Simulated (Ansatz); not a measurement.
**Cr2CO2 MXene monolayer in a perpendicular field**

Aim: how the Cr2CO2 MXene monolayer screens a field along its normal, and what the field does to its bands. A positive field points along +c.

Calculated with Ansatz 0.2.0; plane-wave DFT, PBE-D3(BJ), Ansatz PAW.

### 1. Set-up

The cell holds 5 atoms: 2 O, 2 Cr and 1 C. Its edges and angles: a = 2.836 Å, b = 2.836 Å, c = 39.409 Å, α = 90.0°, β = 90.0°, γ = 120.0°. Vacuum lies along c.

### 2. Relaxation

The starting cell is a guess, so the in-plane lattice and the atoms are relaxed first, with the slab cut off from its images along the normal.

Input file input.yaml:

```yaml
crystal:
  lattice:
    - [2.835976, 0.0, 0.0]
    - [-1.417988, 2.4560272605, 0.0]
    - [0.0, 0.0, 39.4087888496]
  atoms:
    - { symbol: O, position: [0.3333333333, 0.6666666667, 0.4466008856] }
    - { symbol: Cr, position: [0.6666666667, 0.3333333333, 0.4716053042], spin: 2.0 }
    - { symbol: C, position: [0.0, 0.0, 0.5] }
    - { symbol: Cr, position: [0.3333333333, 0.6666666667, 0.5283946958], spin: 2.0 }
    - { symbol: O, position: [0.6666666667, 0.3333333333, 0.5533991144] }
  periodic: [true, true, false]
magnetization:
  spin_polarized: true
kpoints:
  mp_grid: { grid: [12, 12, 1] }
hamiltonian:
  xc: pbe
  dispersion: d3bj
scf:
  occupations: { method: fermi_dirac, width: 0.05 }
  convergence: { dr2_threshold: 1.0e-09 }
relax:
  f_tol: 0.004
  max_steps: 90
  cell: {}
output:
  write_potential: true
  write_density: true
  volumetric_format: npy
```

Started as:

```bash
$ ansatz run input.yaml --threads 2 --pin off --max-ram 3072MiB --backend cpu --events-out ev --progress --plain --runs-dir out
```

Numbers of over 12 decimals in the logs are rounded to 6 here.

The program printed:

```text
Warning: relax.cell: scf.convergence.dr2_threshold = 1e-9 eV is looser than the 2.47660008512e-10 eV advised for a relaxation that steers and ends on the stress (1e-10 eV for each atom of the cell: 5, times the square of relax.cell.stress_2d_tol = 0.05 N/m over 14.2 Å (the atoms' height at the walk's start and 5 Å past either face), 3.519e-2 GPa, over a crystal's default 0.05). What an SCF threshold leaves in a stress goes as its square root, and in the free energy as the threshold itself, and one threshold admits the most on a small cell: [figures from the program's tests cut] Set scf.convergence.dr2_threshold to 2.47660008512e-10 eV or tighter. [rest of the remark cut]
Engine: ansatz 0.2.0, aarch64-unknown-linux-gnu
Pseudopotentials: kind: paw
Pseudopotential: O, paw, valence charge 6, recommended cutoff 420 eV (normal), O.paw.azcp
Pseudopotential: Cr, paw, valence charge 14, recommended cutoff 420 eV (normal), Cr.paw.azcp
Pseudopotential: C, paw, valence charge 4, recommended cutoff 420 eV (normal), C.paw.azcp
Functional definition: PBE
  parameter kappa = 0.804
  parameter beta = 0.066725
  exchange = pbe_x(kappa = kappa, mu = beta*pi^2/3)
  correlation = pbe_c(beta = beta)
Crystal: 5 atoms, lattice volume = 274.491 Å³
Basis set: ecut = 420 eV, 5399 PW (Γ), exchange–correlation on 40×40×540 points (8 copies of the dense FFT grid, shifted against one another)
Bands: 29, of which v1, the nominal top of the filled ones, is band 22 counted from 1 (21 counted from 0)
Symmetry: 12 space group operations
Space group: P-3m1 (ITA 164), of the structure as read, at distance tolerance 6.5e-5 Å
Magnetic group: BNS 164.85 (UNI 1315), of the structure as read, at distance tolerance 6.5e-5 Å
k-points: 19 of 144
Non-local potential: O, projectors of the file, l = 0: 2, l = 1: 2, l = 2: 1
Non-local potential: Cr, projectors of the file, l = 0: 3, l = 1: 2, l = 2: 3, l = 3: 1
Non-local potential: C, projectors of the file, l = 0: 2, l = 1: 2, l = 2: 1
PAW form: soft (Blöchl's): semilocal exchange-correlation on the pseudo side does not see the compensation charge
PAW one-centre angular grid: O, 110 points (default); XC on 64 Gauss nodes
PAW one-centre angular grid: Cr, 590 points (default); XC on 64 Gauss nodes
PAW one-centre angular grid: C, 110 points (default); XC on 64 Gauss nodes
Initial density: superposition of atomic densities (neutral atoms: chi_scale 0, normalization atom)
Starting moments: Σ|m| = 4 μB on 2 of 5 sites
Initial wavefunctions: pseudopotential atomic-orbital guess
Functional: x = pbe(κ = 0.804, μ = 0.219515), c = pbe(β = 0.066725)
SCF iter   1: F=—  HF=-8152.919377 eV  |F-HF|=—  |Δ(HF+E_count)|=         —  Δρ=7.60e-2 (↑7.60e-2 ↓5.84e-2)  dr2=5.05e1  dr2_m=5.76e-1  M=2.453 μB ∫|m|=2.682 μB  β_m=0.30  ethr=3.10e-3  ⟨swp⟩=14.7  Hψ=8705  notcnv=0
Mixer restart at iter 1: flushing history
preconditioner: auto → LDOS  [metal: Δε(μ)=0.086 eV  Ē_g=10.952 eV  σ=0.050 eV  W_gap=0.40  n_scr=24 (ndim 8)  ℏωp=11.9 eV  f_vac=0.809  D(μ)=3.11/eV (n_scr^D=16)]
spin=Collinear: LDOS preconditioning applied to the charge; magnetization (m = ρ↑ − ρ↓) channel mixes plain (no charge-response kernel on spin).
SCF iter   2: F=—  HF=-8144.419082 eV  |F-HF|=—  |Δ(HF+E_count)|=    8.50e0  Δρ=3.86e-2 (↑3.86e-2 ↓3.35e-2)  dr2=1.56e1  dr2_m=1.43e-1  M=2.534 μB ∫|m|=2.843 μB  β_m=0.46  ethr=3.10e-3  ⟨swp⟩=5.0  Hψ=3382  notcnv=0  defer=33
SCF iter   3: F=—  HF=-8141.505564 eV  |F-HF|=—  |Δ(HF+E_count)|=    2.91e0  Δρ=7.02e-3 (↑7.02e-3 ↓5.73e-3)  dr2=1.46e-1  dr2_m=2.06e-2  M=2.568 μB ∫|m|=3.016 μB  β_m=0.58  ethr=3.10e-3  ⟨swp⟩=4.6  Hψ=3490  notcnv=0  defer=32
SCF iter   4: F=—  HF=-8141.530059 eV  |F-HF|=—  |Δ(HF+E_count)|=         —  Δρ=6.46e-3 (↑6.46e-3 ↓2.63e-3)  dr2=8.96e-2  dr2_m=4.05e-2  M=2.267 μB ∫|m|=2.706 μB  β_m=0.58  ethr=3.31e-4  ⟨swp⟩=3.6  Hψ=3147  notcnv=0  defer=27
SCF iter   5: F=—  HF=-8141.532162 eV  |F-HF|=—  |Δ(HF+E_count)|=   2.10e-3  Δρ=1.36e-3 (↑1.36e-3 ↓1.08e-3)  dr2=9.98e-3  dr2_m=2.36e-3  M=2.303 μB ∫|m|=2.757 μB  β_m=0.65  ethr=2.04e-4  ⟨swp⟩=3.2  Hψ=2045  notcnv=0  defer=27
SCF iter   6: F=—  HF=-8141.538122 eV  |F-HF|=—  |Δ(HF+E_count)|=   5.96e-3  Δρ=6.63e-4 (↑6.58e-4 ↓6.63e-4)  dr2=3.23e-3  dr2_m=4.26e-5  M=2.316 μB ∫|m|=2.769 μB  β_m=0.64  ethr=2.27e-5  ⟨swp⟩=3.1  Hψ=2842  notcnv=0  defer=27
SCF iter   7: F=—  HF=-8141.537888 eV  |F-HF|=—  |Δ(HF+E_count)|=   2.34e-4  Δρ=4.85e-4 (↑4.85e-4 ↓3.07e-4)  dr2=5.48e-4  dr2_m=3.44e-4  M=2.294 μB ∫|m|=2.741 μB  β_m=0.61  ethr=7.35e-6  ⟨swp⟩=3.9  Hψ=2774  notcnv=0  defer=27
SCF iter   8: F=—  HF=-8141.537815 eV  |F-HF|=—  |Δ(HF+E_count)|=   7.29e-5  Δρ=2.24e-4 (↑2.24e-4 ↓1.80e-4)  dr2=1.20e-4  dr2_m=9.08e-5  M=2.293 μB ∫|m|=2.739 μB  β_m=0.81  ethr=1.24e-6  ⟨swp⟩=2.9  Hψ=1867  notcnv=0  defer=27
SCF iter   9: F=—  HF=-8141.537807 eV  |F-HF|=—  |Δ(HF+E_count)|=   8.41e-6  Δρ=7.74e-5 (↑1.86e-5 ↓7.74e-5)  dr2=1.64e-5  dr2_m=2.99e-6  M=2.291 μB ∫|m|=2.735 μB  β_m=0.90  ethr=2.73e-7  ⟨swp⟩=3.4  Hψ=2470  notcnv=0  defer=27
SCF iter  10: F=—  HF=-8141.537819 eV  |F-HF|=—  |Δ(HF+E_count)|=   1.24e-5  Δρ=2.25e-5 (↑2.25e-5 ↓1.09e-5)  dr2=2.30e-6  dr2_m=1.17e-7  M=2.287 μB ∫|m|=2.729 μB  β_m=0.80  ethr=3.72e-8  ⟨swp⟩=3.2  Hψ=2387  notcnv=0  defer=27
SCF iter  11: F=—  HF=-8141.537819 eV  |F-HF|=—  |Δ(HF+E_count)|=   1.97e-7  Δρ=5.00e-6 (↑5.00e-6 ↓3.72e-6)  dr2=8.94e-8  dr2_m=4.08e-9  M=2.288 μB ∫|m|=2.730 μB  β_m=0.87  ethr=5.23e-9  ⟨swp⟩=3.8  Hψ=2499  notcnv=0  defer=27
SCF iter  12: F=—  HF=-8141.537819 eV  |F-HF|=—  |Δ(HF+E_count)|=   7.51e-8  Δρ=9.25e-7 (↑6.16e-7 ↓9.25e-7)  dr2=2.56e-9  dr2_m=6.88e-10  M=2.288 μB ∫|m|=2.730 μB  β_m=0.83  ethr=2.03e-10  ⟨swp⟩=3.6  Hψ=2653  notcnv=0  defer=27
SCF iter  13: F=—  HF=-8141.537819 eV  |F-HF|=—  |Δ(HF+E_count)|=   1.43e-8  Δρ=2.83e-7 (↑2.83e-7 ↓1.96e-7)  dr2=1.29e-10  dr2_m=7.16e-11  M=2.288 μB ∫|m|=2.730 μB  β_m=0.91  ethr=5.83e-12  ⟨swp⟩=4.2  Hψ=2783  notcnv=0  defer=27
SCF iter  14: F=-8141.537819 eV  HF=-8141.537819 eV  |F-HF|=3.50e-10  |Δ(HF+E_count)|=  7.67e-10  Δρ=8.03e-8 (↑8.03e-8 ↓5.56e-8)  dr2=2.35e-11  dr2_m=3.77e-12  M=2.288 μB ∫|m|=2.730 μB  ethr=1.00e-12  ⟨swp⟩=8.4  Hψ=7928  notcnv=0
SCF 1 converged in 14 iterations: F = -8141.537819 eV  dr2 = 2.35e-11
  greatest PAW one-centre occupation: 1.000 electrons in one spin orbital (limit 2), on the Cr atom at site 3 (counted from 0), in its partial waves of l = 0
[...]
relax step   5: F+E_penalty+E_count = -8141.77062329 eV  Δ(F+E_penalty+E_count) = +1.044e-4 eV  max|allowed force component| = 2.121e-2 eV/Å  Δτ_max = 0.0083 Å  P = -0.289 N/m  Ω = 282.790 Å³  energy of the carried Pulay correction = -6.165e-3 eV  fix = [c, alpha, beta]  reactions: c -0.000 N/m  (8 SCF iters, accepted)
[...]
relax step   6: F+E_penalty+E_count = -8141.77109756 eV  Δ(F+E_penalty+E_count) = -4.743e-4 eV  max|allowed force component| = 8.736e-3 eV/Å  Δτ_max = 0.0017 Å  P = -0.122 N/m  Ω = 282.378 Å³  energy of the carried Pulay correction = -5.863e-3 eV  fix = [c, alpha, beta]  reactions: c -0.000 N/m  (7 SCF iters, accepted)
[...]
relax step   7: F+E_penalty+E_count = -8141.77129620 eV  Δ(F+E_penalty+E_count) = -1.986e-4 eV  max|allowed force component| = 3.147e-3 eV/Å  Δτ_max = 0.0010 Å  P = +0.019 N/m  Ω = 282.143 Å³  energy of the carried Pulay correction = -5.691e-3 eV  fix = [c, alpha, beta]  reactions: c +0.000 N/m  (6 SCF iters, accepted)
[...]
relax step   8: F+E_penalty+E_count = -8141.77798618 eV  Δ(F+E_penalty+E_count) = -6.690e-3 eV  max|allowed force component| = 3.593e-3 eV/Å  Δτ_max = 0.0000 Å  P = +0.198 N/m  Ω = 282.143 Å³  fix = [c, alpha, beta]  reactions: c +0.000 N/m  stress off target by 1.98e-1 N/m on what of the cell is left free  SCF on the basis re-selected at this cell (its energy is not comparable with the rows above)  (7 SCF iters)
[...]
relax step   9: F+E_penalty+E_count = -8141.77779209 eV  Δ(F+E_penalty+E_count) = +1.941e-4 eV  max|allowed force component| = 3.355e-4 eV/Å  Δτ_max = 0.0012 Å  P = +0.010 N/m  Ω = 282.491 Å³  energy of the carried Pulay correction = -2.479e-4 eV  fix = [c, alpha, beta]  reactions: c +0.000 N/m  (7 SCF iters, accepted)
iter 1 solved again at ethr=8.12e-8 eV; its pass at ethr=3.10e-3 eV (dr2=3.57e-5 eV) is discarded
SCF iter   1: F=—  HF=-8141.777600 eV  |F-HF|=—  |Δ(HF+E_count)|=         —  Δρ=1.55e-5 (↑1.55e-5 ↓9.94e-6)  dr2=5.52e-8  dr2_m=2.64e-8  M=3.969 μB ∫|m|=4.541 μB  β_m=0.65  ethr=8.12e-8  ⟨swp⟩=6.4  Hψ=13711  notcnv=0
preconditioner: auto → LDOS  [metal: Δε(μ)=0.031 eV  Ē_g=8.630 eV  σ=0.050 eV  W_gap=0.15  n_scr=20 (ndim 8)  ℏωp=11.7 eV  f_vac=0.815  D(μ)=2.64/eV (n_scr^D=16)]
spin=Collinear: LDOS preconditioning applied to the charge; magnetization (m = ρ↑ − ρ↓) channel mixes plain (no charge-response kernel on spin).
SCF iter   2: F=—  HF=-8141.777965 eV  |F-HF|=—  |Δ(HF+E_count)|=   3.65e-4  Δρ=5.50e-6 (↑5.50e-6 ↓3.57e-6)  dr2=2.07e-8  dr2_m=3.26e-9  M=3.969 μB ∫|m|=4.541 μB  β_m=0.59  ethr=1.25e-10  ⟨swp⟩=4.7  Hψ=3503  notcnv=0
SCF iter   3: F=—  HF=-8141.778056 eV  |F-HF|=—  |Δ(HF+E_count)|=   9.06e-5  Δρ=1.21e-6 (↑1.21e-6 ↓7.85e-7)  dr2=1.48e-9  dr2_m=1.81e-10  M=3.969 μB ∫|m|=4.541 μB  β_m=0.64  ethr=4.70e-11  ⟨swp⟩=3.6  Hψ=2188  notcnv=0
SCF iter   4: F=-8141.778069 eV  HF=-8141.778069 eV  |F-HF|=7.68e-8  |Δ(HF+E_count)|=   1.26e-5  Δρ=1.62e-7 (↑1.62e-7 ↓1.24e-7)  dr2=2.44e-10  dr2_m=4.58e-12  M=3.969 μB ∫|m|=4.541 μB  ethr=2.27e-12  ⟨swp⟩=12.4  Hψ=9429  notcnv=0
SCF 10 converged in 4 iterations: F = -8141.778069 eV  dr2 = 2.44e-10
relax step  10: F+E_penalty+E_count = -8141.77806867 eV  Δ(F+E_penalty+E_count) = -2.766e-4 eV  max|allowed force component| = 3.486e-4 eV/Å  Δτ_max = 0.0000 Å  P = +0.014 N/m  Ω = 282.491 Å³  fix = [c, alpha, beta]  reactions: c +0.000 N/m  stress off target by 1.39e-2 N/m on what of the cell is left free  SCF on the basis re-selected at this cell (its energy is not comparable with the rows above)  (4 SCF iters)
basis re-selected at this cell: Δ(F+E_penalty+E_count) = -2.766e-4 eV, ΔP = +0.004 N/m vs the last step (what re-selecting the basis moved, of the pressure what is left beyond the Pulay correction that the steps carried, after the strain that the cell walked since its last selection, with what the two solves' SCF thresholds leave and, on support functions, any second-order correction that the steps lacked; it is no m [...]
WARN: The output density's exchange-correlation potential varies sharply where the density is thin. Do not read a vacuum level from v_tot or v_xc, or from such a field of the output density. On a cell that repeats whose density bears no net charge and no dipole along the vacuum's axis use v_es (v_loc + v_h of the components); under efield.dipole_correction with no amplitude use v_es + v_field, which holds any externa [...]
SCF converged after 4 iterations
Magnetization: 3.9688 μB (23.9844 up, 20.0156 down)
Absolute magnetization: 4.5424 μB (∫|ρ↑−ρ↓|, with the PAW one-centre terms)
Spin contamination: 0.1253 ħ² per cell (⟨S²⟩ above its minimum at these occupations)
Per-site moments (μB) at R_I (Å): [(-0.00348817, 0.785183), (1.716203, 0.785183), (-0.209989, 0.864503), (1.716203, 0.785183), (-0.00348817, 0.785183)]
Free energy (F): -8141.778069 eV
Harris-Foulkes:  -8141.778069 eV  (|F-HF|=7.68e-8)
Internal energy: -8141.756862 eV  (E = F + TS)
E sigma→0 (E₀):  -8141.767465 eV
Entropy (-TS):   -0.021207 eV (-4.241 meV/atom)
Fermi energy:    -6.225355 eV
--- Per-component energies (eV) ---
  E_band       = -1272.634859
  E_kinetic    = 1119.507171
  E_local      = -199415.839385  (includes V_loc(G=0)·N_el)
  E_nonlocal   = 280.293467
  E_hartree    = 98948.797170
  E_xc         = -473.702013
  E_vxc        = -602.505349  (∫ρ·V_xc dr)
  E_paw        = -2802.988804  (= ΣΔE_a)
  E_vpaw       = -551.692873  (= ΣTr[D̂ρ^β])
  E_aug_tail   = 0.005795  (compensation charges beyond the density's cutoff)
  E_ewald      = 94203.057799
  E_disp       = -0.888061  (pairwise vdW)
  E_smearing   = -0.021207  (= −TS)
  E_closure    = -0.000000  (closes the sum)
  Σ components = -8141.778069   (vs F -8141.778069, Δ=0.00e0)
--- Forces (eV/Å), atoms counted from 1 ---
  atom   1  O      0.00000000    -0.00000000    -0.00034865
  atom   2  Cr     0.00000000    -0.00000000     0.00011221
  atom   3  C      0.00000000    -0.00000000     0.00000000
  atom   4  Cr    -0.00000000     0.00000000    -0.00011221
  atom   5  O      0.00000000     0.00000000     0.00034865
  max |Σ_I F_I| component: 5.42e-20 eV/Å
--- 2D stress c σ (N/m, compression-positive) ---
        0.013895       0.000000      -0.000000
        0.000000       0.013895      -0.000000
       -0.000000      -0.000000       0.000000
  P = ½ c Tr σ = 0.0139 N/m
--- Band table (eV; the first three rows and the last of 38) ---
  k-point 0 ↑: bands = [... 18 lower, -8.0334, -7.7233, -7.4969, -7.4969, -6.5870, -6.5870, -6.5254, -5.8877, ... 3 higher]
  k-point 1 ↑: bands = [... 18 lower, -8.2814, -7.7009, -7.5052, -7.4669, -6.8895, -6.3633, -6.1090, -5.9098, ... 3 higher]
  k-point 2 ↑: bands = [... 18 lower, -8.6887, -8.0960, -7.5176, -7.2938, -6.8866, -6.0390, -6.0204, -5.6792, ... 3 higher]
  k-point 18 ↓: bands = [... 18 lower, -9.6032, -9.6032, -5.3622, -4.9116, -4.9116, -4.2048, -3.9575, -3.9575, ... 3 higher]
  the weakly bound empty levels are not read free of the cell's end (no_gap_told)
--- Relaxed structure (8 steps of the walk, 8 accepted, 2 SCFs on fresh bases) ---
  F+E_penalty+E_count = -8141.77806867 eV   max|allowed force component| = 3.486e-4 eV/Å   (the final SCF, on the basis selected at the relaxed cell)
  cell:  # Å, volume = 282.4906 Å³
    - [2.877002, 0.0, 0]
    - [-1.438501, 2.491557, 0]
    - [0, 0, 39.4087888496]
  atoms:
    - { symbol: O, position: [0.333333, 0.666667, 0.443983] }
    - { symbol: Cr, position: [0.666667, 0.333333, 0.467572] }
    - { symbol: C, position: [0, 0, 0.500000] }
    - { symbol: Cr, position: [0.333333, 0.666667, 0.532428] }
    - { symbol: O, position: [0.666667, 0.333333, 0.556017] }
```

Wall time 4 min (2 threads of Arm Neoverse N1, shared host); peak memory 0.68 GiB; 7.7 min of CPU time.

The steps of the relaxation:

```csv
step,energy less that of the first step (eV),largest force component (eV/Å),volume (Å³)
1,0.0000,0.7987,274.49
2,-0.1240,0.6134,271.03
3,-0.1668,0.5662,272.84
4,-0.2329,0.0759,282.21
5,-0.2328,0.0212,282.79
6,-0.2333,0.0087,282.38
7,-0.2335,0.0031,282.14
8*,-0.2402,0.0036,282.14
9,-0.2400,0.0003,282.49
10*,-0.2402,0.0003,282.49
```

Relaxation steps marked * repeat the geometry before them on a plane-wave basis chosen anew for their cell, so energy and pressure can jump there.

The run keeps the 12 symmetry operations that it works with, so distortions that break them were not tested.

```csv
cell as run,before,after,change
a (Å),2.836,2.877,+1.4 %
b (Å),2.836,2.877,+1.4 %
```

The atoms that moved most (Å, along periodic axes as changes of fractional coordinates times the final cell, across vacuum about the mean position):

```csv
atom,dx,dy,dz,length
Cr4,0.000,0.000,0.159,0.159
Cr2,0.000,0.000,-0.159,0.159
O5,0.000,0.000,0.103,0.103
O1,0.000,0.000,-0.103,0.103
```

Final coordinates:

```cif
data_structure
_symmetry_space_group_name_H-M 'P 1'
_symmetry_Int_Tables_number 1
_cell_length_a 2.8770
_cell_length_b 2.8770
_cell_length_c 39.4088
_cell_angle_alpha 90.000
_cell_angle_beta 90.000
_cell_angle_gamma 120.000
_cell_volume 282.49
loop_
_atom_site_label
_atom_site_type_symbol
_atom_site_fract_x
_atom_site_fract_y
_atom_site_fract_z
_atom_site_occupancy
O1 O 0.33333 0.66667 0.44398 1
Cr2 Cr 0.66667 0.33333 0.46757 1
C3 C 0.00000 0.00000 0.50000 1
Cr4 Cr 0.33333 0.66667 0.53243 1
O5 O 0.66667 0.33333 0.55602 1
```

This step gave:

- energy at zero smearing: -8141.7675 eV
- total moment: 3.969 μB
- site moments: -0.003488, 1.716, -0.2100, 1.716, -0.003488 μB

Site moment by atom:

```csv
atom,site moment (μB)
O1,0.00
Cr2,1.72
C3,-0.21
Cr4,1.72
O5,0.00
```

The lattice constant a goes from 2.836 to 2.877 Å.

(Part 1 of 2 ends here.)

[Logs are printed without paths, hosts, clocks, repeated set-up lines and the standing remarks that a program may print on its own settings, such as how far it seeks lower states.]

[Hosts, paths, dates, database ids (printed as entryN), source tags and the programs' standing remarks are cut or masked in the printed files.]

[Maps of the electrostatic potential energy from Ansatz leave out the sawtooth potential of an applied field or a dipole correction, so their vacuum need not be flat; planar profiles and work functions include it.]
